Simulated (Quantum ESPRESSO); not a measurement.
# Magnetic state of Cu2O (Cuprite) from several starts, part 2 of 2

A self-consistent run ends on one state, which hangs on the start. Several orders of Cu2O (Cuprite) are started in Quantum ESPRESSO and their energies compared.

Quantum ESPRESSO 7.5; LDA with U = 6 eV on Cu d (ortho-atomic projectors); plane waves with GBRV 1.5 LDA potentials, no spin-orbit coupling.

So far: Set-up; Start 1: ferro ++++.

The database entry behind the starting cell differs from later determinations by our own check (0.1 to 0.3 % short, probably kX units), so it need not match the best structure at ambient conditions.

**3. Start 2: antiferro ++−−**

The input, pw.in:

```
&CONTROL
  calculation = 'scf'
  prefix = 'pwscf'
  outdir = './tmp'
  pseudo_dir = './pseudo'
  disk_io = 'nowf'
/
&SYSTEM
  ibrav = 0
  celldm(1) = 8
  nat = 6
  ntyp = 3
  ecutwfc = 40
  ecutrho = 280
  nbnd = 56
  occupations = 'smearing'
  smearing = 'fd'
  degauss = 0.00367493
  nspin = 2
  starting_magnetization(1) = 0.0526
  starting_magnetization(2) = -0.0526
  starting_magnetization(3) = 0
/
&ELECTRONS
  conv_thr = 1.2d-08
  electron_maxstep = 150
  mixing_beta = 0.3
/
ATOMIC_SPECIES
Cu1    63.5460 cu_lda_v1.2.uspp.F.UPF
Cu2    63.5460 cu_lda_v1.2.uspp.F.UPF
O      15.9990 o_lda_v1.2.uspp.F.UPF
CELL_PARAMETERS alat
   1.0062791613632    0.0000000000000    0.0000000000000
   0.0000000000000    1.0062791613632    0.0000000000000
   0.0000000000000    0.0000000000000    1.0062791613632
ATOMIC_POSITIONS crystal
Cu1     0.2500000000    0.2500000000    0.2500000000
Cu1     0.2500000000    0.7500000000    0.7500000000
Cu2     0.7500000000    0.7500000000    0.2500000000
Cu2     0.7500000000    0.2500000000    0.7500000000
O       0.0000000000    0.0000000000    0.0000000000
O       0.5000000000    0.5000000000    0.5000000000
K_POINTS automatic
6 6 6 0 0 0
HUBBARD {ortho-atomic}
U Cu1-3d 6.0000
U Cu2-3d 6.0000
```

Started as:

```console
$ OMP_NUM_THREADS=1 mpirun -n 4 pw.x -nk 4 -in pw.in > pw.out
```

The log of the run:

```text
[banner, memory and clock lines left out]
Program PWSCF v.7.5 starts

     Message from routine setup:
     using ibrav=0 with symmetry is DISCOURAGED, use correct ibrav instead

     bravais-lattice index     =            0
     lattice parameter (alat)  =       8.0000  a.u.
     unit-cell volume          =     521.7055 (a.u.)^3
     number of atoms/cell      =            6
     number of atomic types    =            3
     number of electrons       =        88.00
     number of Kohn-Sham states=           56
     kinetic-energy cutoff     =      40.0000  Ry
     charge density cutoff     =     280.0000  Ry
     scf convergence threshold =      1.2E-08
     mixing beta               =       0.3000
     number of iterations used =            8  plain     mixing
     Exchange-correlation= SLA  PZ   NOGX NOGC
                           (   1   1   0   0   0   0   0)
     Hubbard projectors: ortho-atomic
     Hubbard parameters of DFT+U (Dudarev formulation) in eV:
     U(Cu1-3d) =  6.0000
     U(Cu2-3d) =  6.0000

     Internal variables: lda_plus_u =T, lda_plus_u_kind = 0

     Internal variables: orbital_resolved =F, hub_pot_fix =F, apply_U = F

     celldm(1)=   8.000000  celldm(2)=   0.000000  celldm(3)=   0.000000
     celldm(4)=   0.000000  celldm(5)=   0.000000  celldm(6)=   0.000000

     crystal axes: (cart. coord. in units of alat)
               a(1) = (   1.006279   0.000000   0.000000 )
               a(2) = (   0.000000   1.006279   0.000000 )
               a(3) = (   0.000000   0.000000   1.006279 )

     reciprocal axes: (cart. coord. in units 2 pi/alat)
               b(1) = (  0.993760  0.000000  0.000000 )
               b(2) = (  0.000000  0.993760  0.000000 )
               b(3) = (  0.000000  0.000000  0.993760 )

     PseudoPot. # 1 for Cu read from file:
     cu_lda_v1.2.uspp.F.UPF
     Pseudo is Ultrasoft + core correction, Zval = 19.0

     PseudoPot. # 2 for Cu read from file:
     cu_lda_v1.2.uspp.F.UPF
     Pseudo is Ultrasoft + core correction, Zval = 19.0

     PseudoPot. # 3 for O  read from file:
     o_lda_v1.2.uspp.F.UPF
     Pseudo is Ultrasoft + core correction, Zval =  6.0

     atomic species   valence    mass     pseudopotential
     Cu1              19.00    63.54600     Cu( 1.00)
     Cu2              19.00    63.54600     Cu( 1.00)
     O                 6.00    15.99900     O ( 1.00)

     Starting magnetic structure
     atomic species   magnetization
     Cu1             0.053
     Cu2            -0.053
     O               0.000

      8 Sym. Ops., with inversion, found ( 4 have fractional translation)

   Cartesian axes

     site n.     atom                  positions (alat units)
         1        Cu1    tau(   1) = (   0.2515698   0.2515698   0.2515698  )
         2        Cu1    tau(   2) = (   0.2515698   0.7547094   0.7547094  )
         3        Cu2    tau(   3) = (   0.7547094   0.7547094   0.2515698  )
         4        Cu2    tau(   4) = (   0.7547094   0.2515698   0.7547094  )
         5        O      tau(   5) = (   0.0000000   0.0000000   0.0000000  )
         6        O      tau(   6) = (   0.5031396   0.5031396   0.5031396  )

     number of k points=    52  Fermi-Dirac smearing, width (Ry)=  0.0037
                       cart. coord. in units 2pi/alat
        k(    1) = (   0.0000000   0.0000000   0.0000000), wk =   0.0046296
        k(    2) = (   0.0000000   0.0000000   0.1656267), wk =   0.0185185
        k(    3) = (   0.0000000   0.0000000   0.3312533), wk =   0.0185185
        k(    4) = (   0.0000000   0.0000000  -0.4968800), wk =   0.0092593
        k(    5) = (   0.0000000   0.1656267   0.1656267), wk =   0.0092593
        [... 47 further k-points ...]

     Dense  grid:    41347 G-vectors     FFT dimensions: (  48,  48,  48)

     Smooth grid:    17845 G-vectors     FFT dimensions: (  36,  36,  36)

     Check: negative core charge=   -0.000002
     Generating pointlists ...
     new r_m :   0.1797 (alat units)  1.4379 (a.u.) for type    1
     new r_m :   0.1797 (alat units)  1.4379 (a.u.) for type    2
     new r_m :   0.1797 (alat units)  1.4379 (a.u.) for type    3

     Initial potential from superposition of free atoms

     starting charge      84.0000, renormalised to      88.0000

     STARTING HUBBARD OCCUPATIONS:

     =================== HUBBARD OCCUPATIONS ===================
     ------------------------ ATOM    1 ------------------------
     Tr[ns(  1)] (up, down, total) =   5.00000  3.00000  8.00000
     Atomic magnetic moment for atom   1 =   2.00000
     [... lines left out ...]
     ------------------------ ATOM    2 ------------------------
     Tr[ns(  2)] (up, down, total) =   5.00000  3.00000  8.00000
     Atomic magnetic moment for atom   2 =   2.00000
     [... lines left out ...]
     ------------------------ ATOM    3 ------------------------
     Tr[ns(  3)] (up, down, total) =   3.00000  5.00000  8.00000
     Atomic magnetic moment for atom   3 =  -2.00000
     [... lines left out ...]
     ------------------------ ATOM    4 ------------------------
     Tr[ns(  4)] (up, down, total) =   3.00000  5.00000  8.00000
     Atomic magnetic moment for atom   4 =  -2.00000
     [... lines left out ...]
     Number of occupied Hubbard levels =   32.0000

     Atomic wfc used for Hubbard projectors are orthogonalized

     Starting wfcs are   60 randomized atomic wfcs

     Self-consistent Calculation

     iteration #  1     ecut=    40.00 Ry     beta= 0.30
     Davidson diagonalization with overlap
     ethr =  1.00E-02,  avg # of iterations =  3.4

     =================== HUBBARD OCCUPATIONS ===================
     ------------------------ ATOM    1 ------------------------
     Tr[ns(  1)] (up, down, total) =   4.58925  3.58677  8.17602
     Atomic magnetic moment for atom   1 =   1.00248
     [... lines left out ...]
     ------------------------ ATOM    2 ------------------------
     Tr[ns(  2)] (up, down, total) =   4.58925  3.58677  8.17602
     Atomic magnetic moment for atom   2 =   1.00248
     [... lines left out ...]
     ------------------------ ATOM    3 ------------------------
     Tr[ns(  3)] (up, down, total) =   3.58623  4.58978  8.17602
     Atomic magnetic moment for atom   3 =  -1.00355
     [... lines left out ...]
     ------------------------ ATOM    4 ------------------------
     Tr[ns(  4)] (up, down, total) =   3.58623  4.58978  8.17602
     Atomic magnetic moment for atom   4 =  -1.00355
     [... lines left out ...]
     Number of occupied Hubbard levels =   32.7041

     total energy              =   -1673.73209867 Ry
     estimated scf accuracy    <      13.07140937 Ry

     total magnetization       =     0.00 Bohr mag/cell
     absolute magnetization    =     4.39 Bohr mag/cell

     iteration #  2     ecut=    40.00 Ry     beta= 0.30
     Davidson diagonalization with overlap
     ethr =  1.00E-02,  avg # of iterations =  2.8

     total energy              =   -1677.83018029 Ry
     estimated scf accuracy    <       4.04935543 Ry

     total magnetization       =    -0.00 Bohr mag/cell
     absolute magnetization    =     0.71 Bohr mag/cell

     [... further iterations left out ...]

     iteration # 15     ecut=    40.00 Ry     beta= 0.30
     Davidson diagonalization with overlap
     ethr =  1.55E-10,  avg # of iterations =  1.6

     total energy              =   -1678.20303387 Ry
     estimated scf accuracy    <       0.00000004 Ry

     total magnetization       =    -0.00 Bohr mag/cell
     absolute magnetization    =     0.00 Bohr mag/cell

     iteration # 16     ecut=    40.00 Ry     beta= 0.30
     Davidson diagonalization with overlap
     ethr =  4.05E-11,  avg # of iterations =  2.0

     Magnetic moment per site  (integrated on atomic sphere of radius R)
     atom   1 (R=0.180)  charge= 16.2807  magn= -0.0000
     atom   2 (R=0.180)  charge= 16.2807  magn= -0.0000
     atom   3 (R=0.180)  charge= 16.2807  magn=  0.0000
     atom   4 (R=0.180)  charge= 16.2807  magn=  0.0000
     atom   5 (R=0.180)  charge=  5.1001  magn= -0.0000
     atom   6 (R=0.180)  charge=  5.1001  magn= -0.0000

     End of self-consistent calculation

     =================== HUBBARD OCCUPATIONS ===================
     ------------------------ ATOM    1 ------------------------
     Tr[ns(  1)] (up, down, total) =   4.75731  4.75732  9.51463
     Atomic magnetic moment for atom   1 =  -0.00001
     [... lines left out ...]
     ------------------------ ATOM    2 ------------------------
     Tr[ns(  2)] (up, down, total) =   4.75731  4.75732  9.51463
     Atomic magnetic moment for atom   2 =  -0.00001
     [... lines left out ...]
     ------------------------ ATOM    3 ------------------------
     Tr[ns(  3)] (up, down, total) =   4.75732  4.75731  9.51463
     Atomic magnetic moment for atom   3 =   0.00000
     [... lines left out ...]
     ------------------------ ATOM    4 ------------------------
     Tr[ns(  4)] (up, down, total) =   4.75732  4.75731  9.51463
     Atomic magnetic moment for atom   4 =   0.00000
     [... lines left out ...]
     Number of occupied Hubbard levels =   38.0585

     Number of k-points >= 100: set verbosity='high' to print the bands.

     the Fermi energy is     9.8341 ev

!    total energy              =   -1678.20303388 Ry
     estimated scf accuracy    <          3.5E-09 Ry
     smearing contrib. (-TS)   =      -0.00000023 Ry
     internal energy E=F+TS    =   -1678.20303365 Ry

     The total energy is F=E-TS. E is the sum of the following terms:
     one-electron contribution =   -1306.34619686 Ry
     hartree contribution      =     695.81378306 Ry
     xc contribution           =    -167.67978957 Ry
     ewald contribution        =    -900.37744048 Ry
     Hubbard energy            =       0.38661021 Ry

     total magnetization       =    -0.00 Bohr mag/cell
     absolute magnetization    =     0.00 Bohr mag/cell

     convergence has been achieved in  16 iterations
```

Run time: 91 s. Hardware: 4 MPI ranks of Intel Xeon Platinum 8259CL at 2.50GHz (Skylake/Cascade Lake), shared host; peak memory 0.74 GiB; 6.1 min of CPU time.

The spin moment in the atom's sphere vanishes on all atoms.

Read from the output:

```
smearing term TS       : 3.12e-6 eV
magnetization          : 0 μB
absolute magnetization : 0 μB
final state            : non-magnetic
```

Valence density in the ac plane at fractional y = 0.250, with atoms of Cu within 0.2 Å of it. It is the smooth field of the valence electrons, not physical close to the nuclei.

Values in e/Å³, 14 rows by 14 columns, each cell a mean:
```
 0  0  0  0  0  0  0  0  0  1  1  1  0  0
 0  0  0  0  0  0  0  0  1  3  8  6  2  0
 0  0  0  0  0  0  0  0  2 13 42 29  6  1
 0  0  0  0  0  0  0  0  2 18 61 42  8  1
 0  0  0  0  0  0  0  0  1  6 18 13  3  1
 0  0  0  0  0  0  0  0  0  1  2  2  1  0
 0  0  0  0  0  0  0  0  0  0  0  0  0  0
 0  0  1  1  1  0  0  0  0  0  0  0  0  0
 0  1  3  8  6  2  0  0  0  0  0  0  0  0
 0  2 13 42 29  6  1  0  0  0  0  0  0  0
 0  2 18 61 42  8  1  0  0  0  0  0  0  0
 0  1  6 18 13  3  1  0  0  0  0  0  0  0
 0  0  1  2  2  1  0  0  0  0  0  0  0  0
 0  0  0  0  0  0  0  0  0  0  0  0  0  0
```
Columns run along a (4.3 Å), rows up along c (4.3 Å). Atoms in or near the plane, at fractional coordinates: Cu at (0.25, 0.25), Cu at (0.75, 0.75).

**4. Run 3, typed as ferri +++−**

pw.in, as its differences from that of step 3:

```diff
@@ -14,3 +14,3 @@
   ecutrho = 280
-  nbnd = 56
+  nbnd = 57
   occupations = 'smearing'
@@ -39,3 +39,3 @@
 Cu1     0.2500000000    0.7500000000    0.7500000000
-Cu2     0.7500000000    0.7500000000    0.2500000000
+Cu1     0.7500000000    0.7500000000    0.2500000000
 Cu2     0.7500000000    0.2500000000    0.7500000000
```

The log of the run:

```text
     [... lines left out ...]
Program PWSCF v.7.5 starts
     [... lines left out ...]
     number of atoms/cell      =            6
     [... lines left out ...]
     number of electrons       =        88.00
     number of Kohn-Sham states=           57
     kinetic-energy cutoff     =      40.0000  Ry
     charge density cutoff     =     280.0000  Ry
     scf convergence threshold =      1.2E-08
     [... lines left out ...]
     12 Sym. Ops., with inversion, found ( 6 have fractional translation)
     [... lines left out ...]
     number of k points=    32  Fermi-Dirac smearing, width (Ry)=  0.0037
     [... lines left out ...]
     iteration # 16     ecut=    40.00 Ry     beta= 0.30
     [... lines left out ...]
     Magnetic moment per site  (integrated on atomic sphere of radius R)
     atom   1 (R=0.180)  charge= 16.2807  magn= -0.0000
     atom   2 (R=0.180)  charge= 16.2807  magn= -0.0000
     atom   3 (R=0.180)  charge= 16.2807  magn= -0.0000
     atom   4 (R=0.180)  charge= 16.2807  magn= -0.0000
     atom   5 (R=0.180)  charge=  5.1001  magn=  0.0000
     atom   6 (R=0.180)  charge=  5.1001  magn=  0.0000
     [... lines left out ...]
     Tr[ns(  1)] (up, down, total) =   4.75730  4.75732  9.51462
     [... lines left out ...]
     Tr[ns(  2)] (up, down, total) =   4.75730  4.75732  9.51462
     [... lines left out ...]
     Tr[ns(  3)] (up, down, total) =   4.75730  4.75732  9.51462
     [... lines left out ...]
     Tr[ns(  4)] (up, down, total) =   4.75730  4.75732  9.51462
     [... lines left out ...]
     the Fermi energy is     9.8342 ev
!    total energy              =   -1678.20303388 Ry
     estimated scf accuracy    <          3.3E-09 Ry
     smearing contrib. (-TS)   =      -0.00000023 Ry
     [... lines left out ...]
     total magnetization       =    -0.00 Bohr mag/cell
     absolute magnetization    =     0.00 Bohr mag/cell
     convergence has been achieved in  16 iterations
```

Run time: 63 s. Hardware: 4 MPI ranks; peak memory 0.63 GiB.

The spin moment in the atom's sphere vanishes on all atoms.

This step gave:

* smearing term TS: 3.12e-6 eV
* magnetization: 0 μB
* absolute magnetization: 0 μB
* final state: non-magnetic

**5. Ranking**

An order is kept where moments of 0.15 μB or more survive with the typed signs; meshes match where a doubled cell samples the same k points as the first cell.

Orders:

| start | final state | typed order kept | energy over the lowest (meV a seeded atom) | largest site moment (μB) | net moment (μB a cell of the first run) | mesh matched | CPU time (s) |
| --- | --- | --- | --- | --- | --- | --- | --- |
| ferro ++++ | non-magnetic | no | 0 | 0 | 0 | yes | 159.4 |
| antiferro ++-- | non-magnetic | no | 0 | 0 | 0 | yes | 363.5 |
| ferri +++- | non-magnetic | no | 0 | 0 | 0 | yes | 249.3 |

**6. Occupations of the corrected shells in the lowest state**

Occupations of the Hubbard shells:

| block | type | shell | spin | electrons | occupation numbers |
| --- | --- | --- | --- | --- | --- |
| 1 | Cu | 3d | up | 4.757 | 0.855 0.970 0.970 0.982 0.982 |
| 1 | Cu | 3d | down | 4.757 | 0.855 0.970 0.970 0.982 0.982 |
| 2 | Cu | 3d | up | 4.757 | 0.855 0.970 0.970 0.982 0.982 |
| 2 | Cu | 3d | down | 4.757 | 0.855 0.970 0.970 0.982 0.982 |
| 3 | Cu | 3d | up | 4.757 | 0.855 0.970 0.970 0.982 0.982 |
| 3 | Cu | 3d | down | 4.757 | 0.855 0.970 0.970 0.982 0.982 |
| 4 | Cu | 3d | up | 4.757 | 0.855 0.970 0.970 0.982 0.982 |
| 4 | Cu | 3d | down | 4.757 | 0.855 0.970 0.970 0.982 0.982 |

**7. What came out**

* lowest state found: non-magnetic (from ferro ++++, antiferro ++-- and ferri +++-)
* largest site moment: 0 μB

**Reading.** The lowest state carries no moment, and no start kept one. Only these 3 starts were compared; other wavevectors, canted and longer-period orders were not.

[Logs and program files are shortened in this print: banners, set-up blocks, solver, clock and traceback lines can be left out without a mark of their own.]

[Logs are printed without paths, hosts, clocks, repeated set-up lines and the standing remarks that a program may print on its own settings, such as how far it seeks lower states.]

[Hosts, paths, dates, database ids (printed as entryN), source tags and the programs' standing remarks are cut or masked in the printed files.]

[Where a cell is said to come from a database of computed structures, the database is the Materials Project.]
